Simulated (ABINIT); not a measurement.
An input for ABINIT 10.8.3 (TiO2 (Anatase)):

```
acell 3*1.0 Angstrom
rprim 
  -1.892100000000 1.892100000000 4.757300000000
  1.892100000000 -1.892100000000 4.757300000000
  1.892100000000 1.892100000000 -4.757300000000
ntypat 2
znucl 22 8
natom 6
typat 1 1 2 2 2 2
xred 
  0.000000000000 0.000000000000 0.000000000000
  0.750000000000 0.250000000000 0.500000000000
  0.208100000000 0.208100000000 0.000000000000
  0.958100000000 0.458100000000 0.500000000000
  0.541900000000 0.041900000000 0.500000000000
  0.791900000000 0.791900000000 0.000000000000
pp_dirpath "pseudos"
pseudos "Ti.upf, O.upf"
ecut 38
ngkpt 4 4 4
nshiftk 1
shiftk 0 0 0
kptopt 1
chksymbreak 0
istwfk *1
occopt 1
irdwfk 1
optdriver 4
nband 85
gwcalctyp 0
ecutsigx 38
symsigma 1
nkptgw 3
kptgw 
  0.5000000000 0.5000000000 0.0000000000
  0.0000000000 0.0000000000 0.0000000000
  -0.2500000000 -0.2500000000 0.2500000000
bdgw 
  23 26
  23 26
  23 26
ecuteps 4.4
irdscr 1
ppmodel 1
indata_prefix "in"
outdata_prefix "out"
tmpdata_prefix "tmp"
```

```sh
OMP_NUM_THREADS=1 mpirun -n 4 abinit run.abi > log
```

**Question.** Estimate wall time and host memory on 4 MPI ranks of Arm Neoverse V2, shared host.

It took 38 s; on shared hardware allow 19 s to 76 s. Peak host memory was 7.5 GiB.

[Paths, hosts, dates, memory and timing lines, banners, echoed tables and standing remarks are left out of the program output.]

[Logs are printed without paths, hosts, clocks, repeated set-up lines and the standing remarks that a program may print on its own settings, such as how far it seeks lower states.]

[Runs of the session that timed out or met a known fault of the program may be left out.]

[Hosts, paths, dates, database ids (printed as entryN), source tags and the programs' standing remarks are cut or masked in the printed files.]

[G0W0 gaps are taken among the corrected bands and points alone; a level outside them can change the order at an edge.]

[Where Ansatz stands beside ABINIT at settings called matched, ABINIT's density can come from a denser mesh and the files from another edition; pairs whose starting gaps differed by over 0.03 eV were left out, so agreement reads better than it is.]
